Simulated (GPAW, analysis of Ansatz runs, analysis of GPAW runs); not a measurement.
# Charge-transition level of the Ti on the Ga site in GaAs (PBE) (GPAW), part 3 of 4

Aim: the charge-transition level of the Ti on the Ga site in GaAs, to be set beside the measurement. Set-up: PBE, LCAO dzp, h 0.18, 32-site cell, PBE lattice, k: the single point 1/4 1/4 1/4 then 2x2x2 shifted, dielectric constants 10.9 and 12.9 (handbook). The model is a cell of 32 host atoms with 1 Ga taken out and 1 Ti put in. The level is the Fermi energy at which two charge states have equal formation energy, after a correction for the images of the charge. An atomic-orbital basis is far cheaper than plane waves.

GPAW 26.7.0; PBE, LCAO dzp, h 0.18, 32-site cell, PBE lattice, k: the single point 1/4 1/4 1/4 then 2x2x2 shifted, dielectric constants 10.9 and 12.9 (handbook).

So far: Starting point; Relaxation, charge +1; Single point, charge +1.

### Step 4. Relaxation, charge 0

Level of this step: GPAW LCAO dzp PAW DFT, PBE; relaxation of all atoms of a defect supercell (GPAW).

run.py

```python
import numpy as np
from ase.io import read, write
from ase.parallel import parprint, world
from gpaw import GPAW
from ase.optimize import BFGS

atoms = read('POSCAR')
magmoms = np.zeros(len(atoms))
magmoms[[6]] = 1 / 1
atoms.set_initial_magnetic_moments(magmoms)
calc = GPAW(mode='lcao',
            h=0.18,
            basis='dzp',
            xc='PBE',
            kpts=[[0.25, 0.25, 0.25]],
            occupations={'name': 'fermi-dirac', 'width': 0.01, 'fixmagmom': True},
            nbands=77,
            convergence={'density': 1e-05, 'forces': 0.001},
            maxiter=150,
            symmetry='off',
            txt='gpaw.txt')
atoms.calc = calc
opt = BFGS(atoms, trajectory='relax.traj', logfile='-')
done = opt.run(fmax=0.02, steps=80)
parprint('Converged:', done)
energy = atoms.get_potential_energy()
forces = atoms.get_forces()
parprint(f'Energy: {energy:.6f} eV, largest force {np.linalg.norm(forces, axis=1).max():.4f} eV/A')
calc.write('gs.gpw')
write('final.xyz', atoms)
parprint('Moments:', atoms.get_magnetic_moments().round(3))
for s in range(calc.get_number_of_spins()):
    parprint('Levels (eV), spin', s, calc.get_eigenvalues(kpt=0, spin=s)[-16:].round(3))
```

POSCAR

```
Ga Ti Ga As
 1.0000000000000000
    -5.7666910817914703    5.7666910817914712   -5.7666910817914774
     5.7666910817914729    5.7666910817914792    5.7666910817914951
     5.7666910817914765   -5.7666910817914800   -5.7666910817914951
 Ga  Ti  Ga  As 
   6   1   9  16
Direct
  0.0041585962058186  0.0057356809305381  0.0020150735415704
  0.0009112314014345  0.2485781974333317  0.7452067730590126
[... 3 atom lines left out ...]
  0.2454018060223818  0.2454797356300554  0.4943957342728522
  0.2529951017515329  0.4982681088995926  0.2535528727273749
[... 1 atom line left out ...]
  0.4945010742420112 -0.0015371311361930  0.4957588992271355
  0.4966714521548693  0.2527944424706005  0.2498631338550215
  0.4961002145159555  0.5004180821746508 -0.0043127002213337
  0.5016150374005572  0.7461419795077590  0.7472594702660962
[... 3 atom lines left out ...]
  0.7533592289693893  0.7495385812619745  0.4972969503290083
[... 2 atom lines left out ...]
  0.0018266167656818  0.5024079327185236  0.2468454404567751
[... 2 atom lines left out ...]
  0.2464374745911846  0.2440568301859071  0.2457354535065175
  0.2537087093702838  0.4979475896753655  0.0020760644054434
[... 4 atom lines left out ...]
  0.5059183439404087  0.7515889339648690  0.5026998176765088
[... 3 atom lines left out ...]
  0.7456218071403767  0.7445555645240846  0.2484170285388775
```

The run is started by

```
$ OMP_NUM_THREADS=1 mpirun -n 4 gpaw python run.py > stdout
```

The program printed:

```text
__  _  _
 | _ |_)|_||  |
 |__||  | ||/\| - 26.7.0

Input parameters:
  mode=LCAO(),
  basis={'default': 'dzp'},
  convergence={'density': 1e-05, 'forces': 0.001},
  h=0.18,
  kpts=KPoints(kpts=array([[0.25, 0.25, 0.25]])),
  maxiter=150,
  nbands=77,
  occupations=Occupations(name='fermi-dirac', width=0.01, fixmagmom=True),
  symmetry=Symmetry(point_group=False, time_reversal=False),
  xc=XC(name='PBE')

                                 As
                               Ga

                                    Ga
                          As
                       Ga      As
                            ATi
                   As            As
                Ga  Ga        Ga  Ga
                        As             As
                      Ga            Ga
            As            As  As
                 As        Ga
               Ga              AGa
                       As    Ga
                    Ga
                        As  As
                          Ga

Atoms  # Å, Bohr magnetons
|    | symbol |         x |         y |         z |    initial magnetic moments |
|----|--------|-----------|-----------|-----------|-----------------------------|
|  0 |     Ga |  0.020715 |  0.045437 | -0.002526 | ( 0.0000,  0.0000,  0.0000) |
|  1 |     Ga |  5.725596 | -2.858649 | -2.869158 | ( 0.0000,  0.0000,  0.0000) |
|  2 |     Ga |  5.793245 | -0.040479 | -0.012504 | ( 0.0000,  0.0000,  0.0000) |
|  3 |     Ga |  5.798786 |  2.885171 |  2.921642 | ( 0.0000,  0.0000,  0.0000) |
|  4 |     Ga |  2.927400 | -2.901844 | -5.781421 | ( 0.0000,  0.0000,  0.0000) |
|  5 |     Ga |  2.851477 | -0.020265 | -2.850578 | ( 0.0000,  0.0000,  0.0000) |
|  6 |     Ti |  2.876575 |  2.870142 | -0.047747 | ( 0.0000,  0.0000,  1.0000) |
|  7 |     Ga |  2.897999 |  5.789103 |  2.925571 | ( 0.0000,  0.0000,  0.0000) |
|  8 |     Ga | -0.001611 | -0.016118 | -5.719388 | ( 0.0000,  0.0000,  0.0000) |
|  9 |     Ga |  0.034520 |  2.881055 | -2.847247 | ( 0.0000,  0.0000,  0.0000) |
| 10 |     Ga |  0.000030 |  5.771483 |  0.049770 | ( 0.0000,  0.0000,  0.0000) |
| 11 |     Ga |  5.719326 |  2.886215 | -2.899103 | ( 0.0000,  0.0000,  0.0000) |
| 12 |     Ga | -2.835323 |  2.869457 | -5.765703 | ( 0.0000,  0.0000,  0.0000) |
| 13 |     Ga | -2.871629 |  5.738659 | -2.843635 | ( 0.0000,  0.0000,  0.0000) |
| 14 |     Ga |  2.912123 |  2.880246 | -5.807462 | ( 0.0000,  0.0000,  0.0000) |
| 15 |     Ga |  2.845725 |  5.798990 | -2.889790 | ( 0.0000,  0.0000,  0.0000) |
| 16 |     As |  4.353117 | -4.299072 | -4.357225 | ( 0.0000,  0.0000,  0.0000) |
| 17 |     As |  4.322892 | -1.429707 | -1.393172 | ( 0.0000,  0.0000,  0.0000) |
| 18 |     As |  4.310179 |  1.484283 |  1.463216 | ( 0.0000,  0.0000,  0.0000) |
| 19 |     As |  4.329793 |  4.295043 |  4.364751 | ( 0.0000,  0.0000,  0.0000) |
| 20 |     As |  1.420553 | -1.441630 | -4.370339 | ( 0.0000,  0.0000,  0.0000) |
| 21 |     As |  1.403352 |  1.411449 | -1.430809 | ( 0.0000,  0.0000,  0.0000) |
| 22 |     As |  1.420422 |  4.322598 |  1.396478 | ( 0.0000,  0.0000,  0.0000) |
| 23 |     As |  7.251633 |  1.433708 | -1.465429 | ( 0.0000,  0.0000,  0.0000) |
| 24 |     As | -1.423713 |  1.479473 | -4.297658 | ( 0.0000,  0.0000,  0.0000) |
| 25 |     As | -1.484016 |  4.305826 | -1.423269 | ( 0.0000,  0.0000,  0.0000) |
| 26 |     As |  4.327279 |  1.397795 | -4.301151 | ( 0.0000,  0.0000,  0.0000) |
| 27 |     As |  4.315621 |  4.352741 | -1.482208 | ( 0.0000,  0.0000,  0.0000) |
| 28 |     As | -4.315272 |  4.307210 | -4.279325 | ( 0.0000,  0.0000,  0.0000) |
| 29 |     As |  1.420166 |  1.486801 | -7.209301 | ( 0.0000,  0.0000,  0.0000) |
| 30 |     As |  1.452779 |  4.335256 | -4.372682 | ( 0.0000,  0.0000,  0.0000) |
| 31 |     As |  1.426396 |  7.160848 | -1.438693 | ( 0.0000,  0.0000,  0.0000) |

Unit cell  # Å
| periodic |         x |         y |         z |  lengths |     angles |
|----------|-----------|-----------|-----------|----------|------------|
|      yes | -5.766691 |  5.766691 | -5.766691 | 9.988202 | 109.471221 |
|      yes |  5.766691 |  5.766691 |  5.766691 | 9.988202 | 109.471221 |
|      yes |  5.766691 | -5.766691 | -5.766691 | 9.988202 | 109.471221 |

Number of symmetries: 1
Symmetry operations  # r_c * U_cc + t_c -> r_c
|   | kind |            matrix            |
|---|------|------------------------------|
| 0 |  E   |  1, 0, 0,  0, 1, 0,  0, 0, 1 |

BZ-sampling:
  Number of BZ points: 1
  Number of IBZ points: 1

K-points  # in reciprocal-cell coordinates
|   |                                coordinates |     weight |
|---|--------------------------------------------|------------|
| 0 | (  0.25000000,   0.25000000,   0.25000000) | 1.00000000 |

basis functions: 432
Spin-components: 2 (collinear spins)
Bands:           77
Projectors:      161
Spin-degeneracy: 1
Datatype:        <class 'complex'>

Density:
  Valence electrons: 137.0
  Components: 2
  Grid points: [44 44 44]
  Charge: 0.0  # |e|

Potential:
  Grid points: [44 44 44]

species:
  Ga:
    name:    Gallium
    Z:       31.0
    valence: 3
    core:    28
    charge:  0.0  # [|e|]
    compensation charges:
      type: gauss
      rc: 0.37  # [Å]
      lmax: 2
    cutoffs:
      filter: 2.06  # [Å]
      core: 4.17  # [Å]
    projectors
    | kind |    occ | energy [eV] | rcut [Å] |
    |------|--------|-------------|----------|
    |   4s |  2.000 |      -8.945 |    1.164 |
    |   4p |  1.000 |      -2.580 |    1.164 |
    |    s |        |      18.266 |    1.164 |
    |    p |        |      24.631 |    1.164 |
    |    d |        |       0.000 |    1.164 |

    LCAO basis set for Ga:
      Name: dzp
      File: <dir>
      Number of radial functions: 5
      Number of spherical harmonics: 13
        l=0, rc=7.2656 Bohr: 4s-sz confined orbital
        l=1, rc=10.3438 Bohr: 4p-sz confined orbital
        l=0, rc=4.1406 Bohr: 4s-dz split-valence wave
        l=1, rc=6.0938 Bohr: 4p-dz split-valence wave
        l=2, rc=10.3438 Bohr: d-type Gaussian polarization
      Number of RI-basis functions 0

  Ti:
    name:    Titanium
    Z:       22.0
    valence: 12
    core:    10
    charge:  0.0  # [|e|]
    compensation charges:
      type: gauss
      rc: 0.38  # [Å]
      lmax: 2
    cutoffs:
      filter: 2.23  # [Å]
      core: 1.02  # [Å]
    projectors
    | kind |    occ | energy [eV] | rcut [Å] |
    |------|--------|-------------|----------|
    |   3s |  2.000 |     -62.623 |    1.270 |
    |   4s |  2.000 |      -4.466 |    1.270 |
    |   3p |  6.000 |     -38.862 |    1.058 |
    |   4p |  0.000 |      -1.466 |    1.058 |
[...]
- Maximum integral of absolute [eigenst]ate change: 4e-08 eV^2 / valence electron
maximum number of iterations: 150

SCF iterations
|iter     | |      energy | eigst |  dens |force |  magmom |
|---------|-|-------------|-------|-------|------|---------|
|iter:   1| | -129.804836c|      c|       |      |  +1.0000|
[...]
|iter:   5| | -129.804824c|      c| -4.58 |      |  +1.0000|
|iter:   6| | -129.804824c|      c| -4.63 |      |  +1.0000|
|iter:   7| | -129.804824c|      c| -4.98 |      |  +1.0000|
|iter:   8| | -129.804824c|      c| -5.27c|-1.75 |  +1.0000|
|iter:   9| | -129.804824c|      c| -5.54c|-3.63c|  +1.0000|

Converged in 9 steps
SCF loop duration: 86.645 s (9.627 s/step)
Energy contributions relative to reference atoms: (reference = -1800541.664818)

Energy contributions:
  Kinetic:         420.671620
  Coulomb:        -378.147157
  Zero:              0.941280
  External:          0.000000
  Xc:             -173.270145
  Entropy:          -0.000845
  Spinorbit:         0.000000
  ----------------------------
  Free energy:    -129.805247
  Extrapolated:   -129.804824

dipole moment: (0.131356, -0.149770, -192.186514)  # |e|*Ang

Total magnetic moment: (0.000000, 0.000000, 1.000001)

Local magnetic moments
|        x |        y |         z |
|----------|----------|-----------|
[...]
Fermi levels: 5.086, 4.276
Eigenvalues  # (at kpt = [0.250, 0.250, 0.250])
| band index |      eig [eV] | occ [0-1] |      eig [eV] | occ [0-1] |
|------------|---------------|-----------|---------------|-----------|
[...]
|        ... |               |           |               |           |
[...]
Gap: 0.099 eV
Transition (v -> c):
  (s=0, k=0, n=68, [0.25, 0.25, 0.25]) -> (s=0, k=0, n=69, [0.25, 0.25, 0.25])
No difference between direct/indirect transitions

Forces  # eV/Ang
|        x |        y |        z |
|----------|----------|----------|
[...]
Ga As

                                     Ga
                           As
                        Ga
                             As As
                             Ti
                 Ga As         Ga As
                     Ga            Ga  As
                      Ga As          Ga
             As            As As
                            Ga
                  As            As
               Ga            Ga  Ga
                       As
                     Ga
                         As As
                          Ga

Atoms  # Å, Bohr magnetons
|    | symbol |         x |         y |         z |    initial magnetic moments |
|----|--------|-----------|-----------|-----------|-----------------------------|
[...]
|  6 |     Ti |  2.886609 |  2.882413 |  0.005000 | ( 0.0000,  0.0000,  0.6306) |
[...]
|  8 |     Ga |  0.006167 |  0.002181 | -5.765332 | ( 0.0000,  0.0000, -0.0008) |
|  9 |     Ga | -0.007684 |  2.873249 | -2.891357 | ( 0.0000,  0.0000,  0.0073) |
| 10 |     Ga | -0.001538 |  5.771902 |  0.007256 | ( 0.0000,  0.0000, -0.0008) |
| 11 |     Ga |  5.775276 |  2.892793 | -2.891993 | ( 0.0000,  0.0000,  0.0073) |
| 12 |     Ga | -2.880686 |  2.880471 | -5.758983 | ( 0.0000,  0.0000,  0.0022) |
| 13 |     Ga | -2.874237 |  5.754247 | -2.868300 | ( 0.0000,  0.0000,  0.0074) |
| 14 |     Ga |  2.883454 |  2.882711 | -5.760614 | ( 0.0000,  0.0000, -0.0015) |
| 15 |     Ga |  2.895053 |  5.780757 | -2.892696 | ( 0.0000,  0.0000,  0.0075) |
[...]
| 24 |     As | -1.449253 |  1.438138 | -4.328029 | ( 0.0000,  0.0000,  0.0003) |
| 25 |     As | -1.436914 |  4.315895 | -1.430839 | ( 0.0000,  0.0000,  0.0003) |
| 26 |     As |  4.322765 |  1.439581 | -4.322679 | ( 0.0000,  0.0000,  0.0006) |
| 27 |     As |  4.325555 |  4.327662 | -1.450522 | ( 0.0000,  0.0000, -0.0121) |
| 28 |     As | -4.315319 |  4.324840 | -4.330663 | ( 0.0000,  0.0000,  0.0003) |
| 29 |     As |  1.443103 |  1.442581 | -7.201737 | ( 0.0000,  0.0000,  0.0006) |
| 30 |     As |  1.443204 |  4.325436 | -4.324109 | ( 0.0000,  0.0000,  0.0006) |
| 31 |     As |  1.453609 |  7.206992 | -1.427528 | ( 0.0000,  0.0000,  0.0004) |

Unit cell  # Å
| periodic |         x |         y |         z |  lengths |     angles |
|----------|-----------|-----------|-----------|----------|------------|
|      yes | -5.766691 |  5.766691 | -5.766691 | 9.988202 | 109.471221 |
|      yes |  5.766691 |  5.766691 |  5.766691 | 9.988202 | 109.471221 |
|      yes |  5.766691 | -5.766691 | -5.766691 | 9.988202 | 109.471221 |

Initialization done in: 3.511 s

convergence criteria:
- Maximum integral of absolute [dens]ity change: 1e-05 electrons / valence electron
- Maximum change in the atomic [forces] across last 2 cycles: 0.001 eV/Ang OR
Maximum error relative to the maximum force is below inf
- Maximum [total energy] change in last 3 cyles: 0.0005 eV / valence electron
- Maximum integral of absolute [eigenst]ate change: 4e-08 eV^2 / valence electron
maximum number of iterations: 150

SCF iterations
|iter     | |      energy | eigst |  dens |force |  magmom |
|---------|-|-------------|-------|-------|------|---------|
|iter:   1| | -129.804947c|      c|       |      |  +0.9999|
|iter:   2| | -129.804946c|      c| -3.93 |      |  +1.0000|
|iter:   3| | -129.804941c|      c| -3.97 |      |  +1.0000|
|iter:   4| | -129.804941c|      c| -4.35 |      |  +1.0000|
|iter:   5| | -129.804940c|      c| -4.55 |      |  +1.0000|
|iter:   6| | -129.804940c|      c| -4.77 |      |  +1.0000|
|iter:   7| | -129.804941c|      c| -5.11c|-1.90 |  +1.0000|
|iter:   8| | -129.804941c|      c| -5.28c|-3.60c|  +1.0000|

Converged in 8 steps
SCF loop duration: 79.420 s (9.927 s/step)
Energy contributions relative to reference atoms: (reference = -1800541.664818)

Energy contributions:
  Kinetic:         420.674463
  Coulomb:        -378.149378
  Zero:              0.941291
  External:          0.000000
  Xc:             -173.270893
  Entropy:          -0.000845
  Spinorbit:         0.000000
  ----------------------------
  Free energy:    -129.805363
  Extrapolated:   -129.804941

dipole moment: (0.131668, -0.116426, -192.157263)  # |e|*Ang

Total magnetic moment: (0.000000, 0.000000, 1.000001)

Local magnetic moments
|        x |        y |         z |
|----------|----------|-----------|
[...]
Fermi levels: 5.086, 4.276
Eigenvalues  # (at kpt = [0.250, 0.250, 0.250])
| band index |      eig [eV] | occ [0-1] |      eig [eV] | occ [0-1] |
|------------|---------------|-----------|---------------|-----------|
[...]
|        ... |               |           |               |           |
[...]
|         69 |         5.135 |     0.007 |         5.752 |     0.000 |
|         70 |         5.740 |     0.000 |         5.771 |     0.000 |
|         71 |         5.742 |     0.000 |         5.773 |     0.000 |
|         72 |         5.743 |     0.000 |         5.922 |     0.000 |
|         73 |         6.026 |     0.000 |         6.038 |     0.000 |
|         74 |         6.039 |     0.000 |         6.240 |     0.000 |
|         75 |         6.041 |     0.000 |         6.242 |     0.000 |
|         76 |         6.173 |     0.000 |         6.293 |     0.000 |

Gap: 0.099 eV
Transition (v -> c):
  (s=0, k=0, n=68, [0.25, 0.25, 0.25]) -> (s=0, k=0, n=69, [0.25, 0.25, 0.25])
No difference between direct/indirect transitions

Forces  # eV/Ang
|        x |        y |        z |
|----------|----------|----------|
[...]
| -0.00122 | -0.00827 | -0.00237 |  # As  24
| -0.00291 |  0.00380 |  0.00418 |  # As  25
|  0.00188 |  0.00704 | -0.00436 |  # As  26
|  0.00080 | -0.00408 | -0.00171 |  # As  27
|  0.00062 |  0.00724 |  0.00109 |  # As  28
|  0.00214 | -0.00432 |  0.00135 |  # As  29
|  0.00354 | -0.00013 |  0.00241 |  # As  30
|  0.00225 |  0.00256 | -0.00300 |  # As  31

# Writing to gs.gpw (mode='')
```

Wall time 30 min (4 MPI ranks of Arm Neoverse V1, shared host); peak memory 2.9 GiB; 2 h of CPU time.

Relaxation path:

```csv
step,energy less that of the first step (eV)
0,0.0000
1,-0.1530
2,-0.3662
3,-0.3705
4,-0.3840
5,-0.3861
6,-0.3894
7,-0.3918
8,-0.3938
9,-0.3947
10,-0.3956
11,-0.3966
12,-0.3975
13,-0.3980
14,-0.3982
15,-0.3983
```

The atoms that moved most (Å):

```csv
atom,dx,dy,dz,length
As23,0.022,0.003,0.062,0.066
As24,-0.046,0.017,0.035,0.061
Ga10,-0.042,-0.008,-0.043,0.061
Ga12,0.056,0.006,0.008,0.057
As25,-0.025,-0.041,-0.029,0.057
Ti7,0.010,0.012,0.054,0.056
Ga15,-0.028,0.002,0.048,0.056
As32,0.028,0.046,0.012,0.055
```

Final coordinates:

```xyz
32
Lattice="-5.7667 5.7667 -5.7667 5.7667 5.7667 5.7667 5.7667 -5.7667 -5.7667" Properties=species:S:1:pos:R:3 pbc="T T T"
Ga   -0.0045   -0.0017    0.0038
Ga    5.7568   -2.8719   -2.8658
Ga    5.7688   -0.0068    0.0046
Ga    5.7777    2.8731    2.9017
Ga    2.8849   -2.8832   -5.7701
Ga    2.8690   -0.0135   -2.8930
Ti    2.8866    2.8824    0.0050
Ga    2.8743    5.7756    2.9012
Ga    0.0062    0.0022   -5.7653
Ga   -0.0077    2.8732   -2.8914
Ga   -0.0015    5.7719    0.0073
Ga    5.7753    2.8928   -2.8920
Ga   -2.8807    2.8805   -5.7590
Ga   -2.8742    5.7542   -2.8683
Ga    2.8835    2.8827   -5.7606
Ga    2.8951    5.7808   -2.8927
As    4.3270   -4.3108   -4.3320
As    4.3121   -1.4410   -1.4290
As    4.3275    1.4390    1.4587
As    4.3247    4.3233    4.3345
As    1.4396   -1.4565   -4.3331
As    1.4418    1.4404   -1.4480
As    1.4421    4.3252    1.4574
As    7.2050    1.4509   -1.4312
As   -1.4493    1.4381   -4.3280
As   -1.4369    4.3159   -1.4308
As    4.3228    1.4396   -4.3227
As    4.3256    4.3277   -1.4505
As   -4.3153    4.3248   -4.3307
As    1.4431    1.4426   -7.2017
As    1.4432    4.3254   -4.3241
As    1.4536    7.2070   -1.4275
```

Neighbours of Ti7 at the end:

```csv
atom,distance (Å)
As19,2.505
As23,2.506
As28,2.506
As22,2.506
Ga3,4.081
Ga9,4.082
Ga1,4.084
Ga11,4.085
Ga12,4.091
Ga4,4.093
Ga14,4.093
Ga8,4.094
Ga10,4.095
Ga2,4.096
Ga6,4.097
Ga16,4.098
```

Numbers from this step:

- total moment: 1.000 μB

First to last step the energy falls by 0.398 eV; the largest move, 0.07 Å, is that of As23. Judged within 0.08 Å, the space group went from P1 to I-43m.

(Continued in part 4 of 4.)

[Logs are printed without paths, hosts, clocks, repeated set-up lines and the standing remarks that a program may print on its own settings, such as how far it seeks lower states.]

[Hosts, paths, dates, database ids (printed as entryN), source tags and the programs' standing remarks are cut or masked in the printed files.]

[For some hosts the program warned that the k-mesh of the response run may be too coarse for force constants and the static dielectric constant; such warnings are not shown here.]
